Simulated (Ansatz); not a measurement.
# Ca on Cu(111): change of the work function

Aim: the work function of Cu(111) at several coverages of Ca (fcc site), and the dipole that each adsorbate carries.

Calculated with Ansatz 0.2.0; plane-wave DFT, PBE, Ansatz PAW.

## Step 1: The system as given

The cell holds 4 atoms: 4 Cu. Its edges and angles: a = 2.553 Å, b = 2.553 Å, c = 24.253 Å, α = 90.0°, β = 90.0°, γ = 60.0°. Vacuum lies along c.

## Step 2: The clean slab

The bare slab comes first, as the zero from which every change is counted. The two lowest layers are held at bulk places and the upper ones relax. The dipole correction removes the false field that a one-sided slab makes across the periodic vacuum, so each face gets a flat vacuum level of its own.

input.yaml

```yaml
crystal:
  lattice:
    - [2.5526554801, 0.0, 0.0]
    - [1.27632774, 2.2106644929, 0.0]
    - [0.0, 0.0, 24.2527034153]
  atoms:
    - { symbol: Cu, position: [0.0, 0.0, 0.3710926508] }
    - { symbol: Cu, position: [0.3333333333, 0.3333333333, 0.4570308836] }
    - { symbol: Cu, position: [0.6666666667, 0.6666666667, 0.5429691164] }
    - { symbol: Cu, position: [0.0, 0.0, 0.6289073492] }
kpoints:
  mp_grid: { grid: [12, 12, 1] }
hamiltonian:
  xc: pbe
scf:
  occupations: { method: fermi_dirac, width: 0.1 }
  convergence: { dr2_threshold: 1.0e-08 }
efield:
  axis: 3
  dipole_correction: true
  ramp_position: 0.97
  ramp_width: 0.06
relax:
  f_tol: 0.02
  max_steps: 60
  constraints: [{ sites: [0, 1] }]
output:
  write_potential: true
  write_density: true
  volumetric_format: npy
```

Command:

```sh
$ ansatz run input.yaml --threads 4 --pin off --max-ram 16384MiB --backend cpu --events-out ev --progress --plain --runs-dir out
```

Log:

```text
Engine: ansatz 0.2.0, aarch64-unknown-linux-gnu
Pseudopotentials: kind: paw
Pseudopotential: Cu, paw, valence charge 19, recommended cutoff 420 eV (normal), Cu.paw.azcp
Functional definition: PBE
  parameter kappa = 0.804
  parameter beta = 0.066725
  exchange = pbe_x(kappa = kappa, mu = beta*pi^2/3)
  correlation = pbe_c(beta = beta)
Crystal: 4 atoms, lattice volume = 136.860 Å³
Basis set: ecut = 420 eV, 2739 PW (Γ), exchange–correlation on 36×36×360 points (8 copies of the dense FFT grid, shifted against one another)
Bands: 46, of which v1, the nominal top of the filled ones, is band 38 counted from 1 (37 counted from 0)
Symmetry: 6 space group operations
k-points: 19 of 144 (time reversal used)
Non-local potential: Cu, projectors of the file, l = 0: 3, l = 1: 2, l = 2: 3, l = 3: 1
PAW form: soft (Blöchl's): semilocal exchange-correlation on the pseudo side does not see the compensation charge
PAW one-centre angular grid: Cu, 590 points (default); XC on 64 Gauss nodes
Initial density: superposition of atomic densities (neutral atoms: chi_scale 0, normalization atom), corrected by the library's trained network
Initial wavefunctions: pseudopotential atomic-orbital guess
Functional: x = pbe(κ = 0.804, μ = 0.219515), c = pbe(β = 0.066725)
SCF iter   1: F=—  HF=-26499.782585 eV  |F-HF|=—  |Δ(HF+E_count)|=         —  Δρ=1.47e-3  dr2=6.66e-3  ethr=1.77e-3  p=0.000 e·Å  D=5.28e-14 V/Å  ΔV_dip=-0.00 eV  dr2_dipole=2.85e-8  V_vac-E_F(+/−)=4.73/4.73 eV  ⟨swp⟩=8.5  Hψ=3842  notcnv=0  defer=14
efield: sawtooth ramp at fractional position 0.9700 (set: `efield.ramp_position`, or a place that a band, a saddle search or an elastic batch's reference lends), width 0.0600; the density the first Hamiltonian is built on has a dipole p = 0.000 e·Å; the dipole correction subtracts the counter field D = 5.28e-14 V/Å, which shifts the + side's vacuum level by -0.00 eV against the − side's; the planar-averaged density in the ramp window peaks in size at 4.1e-5 e/Å³
preconditioner: auto → LDOS  [insulator: Δε(μ)=0.354 eV  Ē_g=8.430 eV  σ=0.100 eV  W_gap=0.62  n_scr=18 (ndim 8)  ℏωp=21.1 eV  f_vac=0.614  D(μ)=1.13/eV (n_scr^D=8)  ε∞_Penn≈7.2  β→1.0]
SCF iter   2: F=—  HF=-26499.789730 eV  |F-HF|=—  |Δ(HF+E_count)|=   7.15e-3  Δρ=2.64e-3  dr2=1.12e-2  ethr=8.77e-6  p=0.000 e·Å  D=7.48e-6 V/Å  ΔV_dip=-0.00 eV  dr2_dipole=6.78e-8  V_vac-E_F(+/−)=4.82/4.82 eV  ⟨swp⟩=2.9  Hψ=2151  notcnv=0  defer=27
SCF iter   3: F=—  HF=-26499.788157 eV  |F-HF|=—  |Δ(HF+E_count)|=   1.57e-3  Δρ=2.15e-3  dr2=3.58e-3  ethr=8.77e-6  p=-0.000 e·Å  D=-6.60e-6 V/Å  ΔV_dip=0.00 eV  dr2_dipole=3.87e-9  V_vac-E_F(+/−)=4.78/4.78 eV  ⟨swp⟩=2.0  Hψ=1532  notcnv=0  defer=27
SCF iter   4: F=—  HF=-26499.787332 eV  |F-HF|=—  |Δ(HF+E_count)|=   8.24e-4  Δρ=2.43e-4  dr2=1.31e-4  ethr=4.72e-6  p=-0.000 e·Å  D=-1.36e-6 V/Å  ΔV_dip=0.00 eV  dr2_dipole=1.44e-9  V_vac-E_F(+/−)=4.77/4.77 eV  ⟨swp⟩=2.0  Hψ=1282  notcnv=0  defer=27
SCF iter   5: F=—  HF=-26499.787315 eV  |F-HF|=—  |Δ(HF+E_count)|=   1.71e-5  Δρ=1.75e-4  dr2=3.18e-5  ethr=1.73e-7  p=-0.000 e·Å  D=-7.63e-8 V/Å  ΔV_dip=0.00 eV  dr2_dipole=4.91e-13  V_vac-E_F(+/−)=4.78/4.78 eV  ⟨swp⟩=2.1  Hψ=1339  notcnv=0  defer=27
SCF iter   6: F=—  HF=-26499.787332 eV  |F-HF|=—  |Δ(HF+E_count)|=   1.71e-5  Δρ=1.60e-4  dr2=2.49e-5  ethr=4.18e-8  p=0.000 e·Å  D=1.03e-7 V/Å  ΔV_dip=-0.00 eV  dr2_dipole=2.58e-12  V_vac-E_F(+/−)=4.78/4.78 eV  ⟨swp⟩=2.3  Hψ=1426  notcnv=0  defer=27
SCF iter   7: F=—  HF=-26499.787333 eV  |F-HF|=—  |Δ(HF+E_count)|=   5.61e-7  Δρ=5.82e-5  dr2=3.29e-6  ethr=3.27e-8  p=0.000 e·Å  D=6.31e-8 V/Å  ΔV_dip=-0.00 eV  dr2_dipole=1.99e-12  V_vac-E_F(+/−)=4.78/4.78 eV  ⟨swp⟩=2.3  Hψ=1131  notcnv=0  defer=27
SCF iter   8: F=—  HF=-26499.787328 eV  |F-HF|=—  |Δ(HF+E_count)|=   4.62e-6  Δρ=1.25e-5  dr2=1.97e-7  ethr=4.33e-9  p=-0.000 e·Å  D=-1.65e-8 V/Å  ΔV_dip=0.00 eV  dr2_dipole=1.97e-13  V_vac-E_F(+/−)=4.78/4.78 eV  ⟨swp⟩=2.1  Hψ=1227  notcnv=0  defer=27
SCF iter   9: F=-26499.787329 eV  HF=-26499.787329 eV  |F-HF|=4.40e-9  |Δ(HF+E_count)|=   1.91e-7  Δρ=2.14e-6  dr2=4.91e-9  ethr=1.32e-11  p=0.000 e·Å  D=1.41e-7 V/Å  ΔV_dip=-0.00 eV  dr2_dipole=3.27e-12  V_vac-E_F(+/−)=4.79/4.79 eV  ⟨swp⟩=8.3  Hψ=6785  notcnv=0
SCF 1 converged in 9 iterations: F = -26499.787329 eV  dr2 = 4.91e-9
  greatest PAW one-centre occupation: 1.000 electrons in one spin orbital (limit 2), on the Cu atom at site 3 (counted from 0), in its partial waves of l = 0
relax step   1: F+E_penalty+E_count = -26499.78732861 eV  Δ(F+E_penalty+E_count) = +0.000e0 eV  max|allowed force component| = 1.263e-2 eV/Å  Δτ_max = 0.0000 Å  (9 SCF iters, accepted)
NSCF: frozen V_eff on 19 k-points
the band table was solved once a step of the walk had ended and its energy, with any forces and stress, was formed, with the checks that follow a solve (4566 applications of the Hamiltonian). They found nothing against the state; the energy, forces and stress were not computed again (output.eigenvalues in the input reference)
WARN: The input density's exchange-correlation potential varies sharply where the density is thin. Do not read a vacuum level from v_tot or v_xc, or from such a field of the output density. On a cell that repeats whose density bears no net charge and no dipole along the vacuum's axis use v_es (v_loc + v_h of the components); under efield.dipole_correction with no amplitude use v_es + v_field, which holds any external [...]
SCF converged after 9 iterations
Free energy (F): -26499.787329 eV
Harris-Foulkes:  -26499.787329 eV  (|F-HF|=4.40e-9)
Internal energy: -26499.748950 eV  (E = F + TS)
E sigma→0 (E₀):  -26499.768139 eV
Entropy (-TS):   -0.038378 eV (-9.595 meV/atom)
Fermi energy:    2.702448 eV
Dipole field:    D = -0.000003 V/Å  (p = -0.000002 e·Å, saw-weighted, corrected)
Work function:   Φ+ = 4.7859 eV   Φ− = 4.7858 eV
Levels:          The Fermi level and band energies are counted from a zero that moves with the ramp; work functions are not
--- Per-component energies (eV) ---
  E_band       = -2495.104472
  E_kinetic    = 1198.592197
  E_local      = -181627.940557  (includes V_loc(G=0)·N_el)
  E_nonlocal   = 1563.718188
  E_hartree    = 89322.477451
  E_xc         = -355.976174
  E_vxc        = -459.154348  (∫ρ·V_xc dr)
  E_paw        = -6655.772125  (= ΣΔE_a)
  E_vpaw       = -1815.295425  (= ΣTr[D̂ρ^β])
  E_aug_tail   = 0.001085  (compensation charges beyond the density's cutoff)
  E_efield     = 0.000000  (sawtooth field / dipole correction)
  E_vefield    = 0.000000  (∫n·V_field dr)
  E_ewald      = 70055.150985
  E_smearing   = -0.038378  (= −TS)
  E_closure    = -0.000000  (closes the sum)
  Σ components = -26499.787329   (vs F -26499.787329, Δ=0.00e0)
--- Forces (eV/Å), atoms counted from 1 ---
  atom   1  Cu     0.00000000     0.00000000     0.01262860
  atom   2  Cu     0.00000000     0.00000000     0.00864278
  atom   3  Cu    -0.00000000     0.00000000    -0.00864300
  atom   4  Cu    -0.00000000    -0.00000000    -0.01263042
  max |Σ_I F_I| component: 2.04e-6 eV/Å
--- Band table (eV; the first three rows and the last of 19) ---
  k-point 0: bands = [... 34 lower, 0.7015, 0.9883, 0.9883, 1.1278, 1.1278, 1.4792, 2.4508, 6.9317, ... 4 higher]
  k-point 1: bands = [... 34 lower, 0.7069, 0.7722, 0.9591, 0.9858, 1.1309, 1.9111, 3.0010, 7.1104, ... 4 higher]
  k-point 2: bands = [... 34 lower, 0.6428, 0.7099, 0.9780, 1.1384, 1.2113, 2.6414, 4.1277, 7.6456, ... 4 higher]
  k-point 18: bands = [... 34 lower, 1.0442, 1.0505, 6.1270, 6.3749, 6.3749, 7.1516, 7.1516, 7.9011, ... 4 higher]
--- Relaxed structure (1 steps of the walk, 1 accepted, 0 SCFs on fresh bases) ---
  F+E_penalty+E_count = -26499.78732861 eV   max|allowed force component| = 1.263e-2 eV/Å
  atoms:
    - { symbol: Cu, position: [0.0, 0.0, 0.3710926508] }
    - { symbol: Cu, position: [0.333333, 0.333333, 0.4570308836] }
    - { symbol: Cu, position: [0.666667, 0.666667, 0.5429691164] }
    - { symbol: Cu, position: [0.0, 0.0, 0.6289073492] }
```

It took 5.1 s on 4 threads of Arm Neoverse V1, shared host; peak memory 0.47 GiB.

No atom moved by 0.005 Å in the relaxation.

Numbers from this step:

```
energy at zero smearing   : -26499.7681 eV
work function, upper face : 4.786 eV
dipole along the normal   : -2.12e-6 e·Å
```

Running mean over 2.084 Å of the planar mean; the ramp of the sawtooth is left out. Electron's electrostatic potential energy less the Fermi level against z:

```csv
z (Å),electron's electrostatic potential energy less the Fermi level (eV)
3.0,4.79
3.5,4.79
4.0,4.79
4.5,4.78
5.0,4.78
5.5,4.77
6.0,4.73
6.5,4.60
7.0,4.11
7.5,2.00
8.0,-2.75
8.5,-7.12
9.0,-8.54
9.5,-8.74
10.0,-8.78
10.5,-8.81
11.0,-8.83
11.5,-8.82
12.0,-8.81
12.5,-8.81
13.0,-8.82
13.5,-8.82
14.0,-8.79
14.5,-8.76
15.0,-8.69
15.5,-8.16
16.0,-5.25
16.5,-0.203
17.0,3.41
17.5,4.43
18.0,4.68
18.5,4.76
19.0,4.78
19.5,4.78
20.0,4.79
20.5,4.79
21.0,4.79
```

The work function of the upper face is 4.79 eV.

(Part 1 of 3 ends here.)

[Long decimals in the printed logs are rounded to 6 places.]

[Logs are printed without paths, hosts, clocks, repeated set-up lines and the standing remarks that a program may print on its own settings, such as how far it seeks lower states.]

[Hosts, paths, dates, database ids (printed as entryN), source tags and the programs' standing remarks are cut or masked in the printed files.]

[Maps of the electrostatic potential energy from Ansatz leave out the sawtooth potential of an applied field or a dipole correction, so their vacuum need not be flat; planar profiles and work functions include it.]
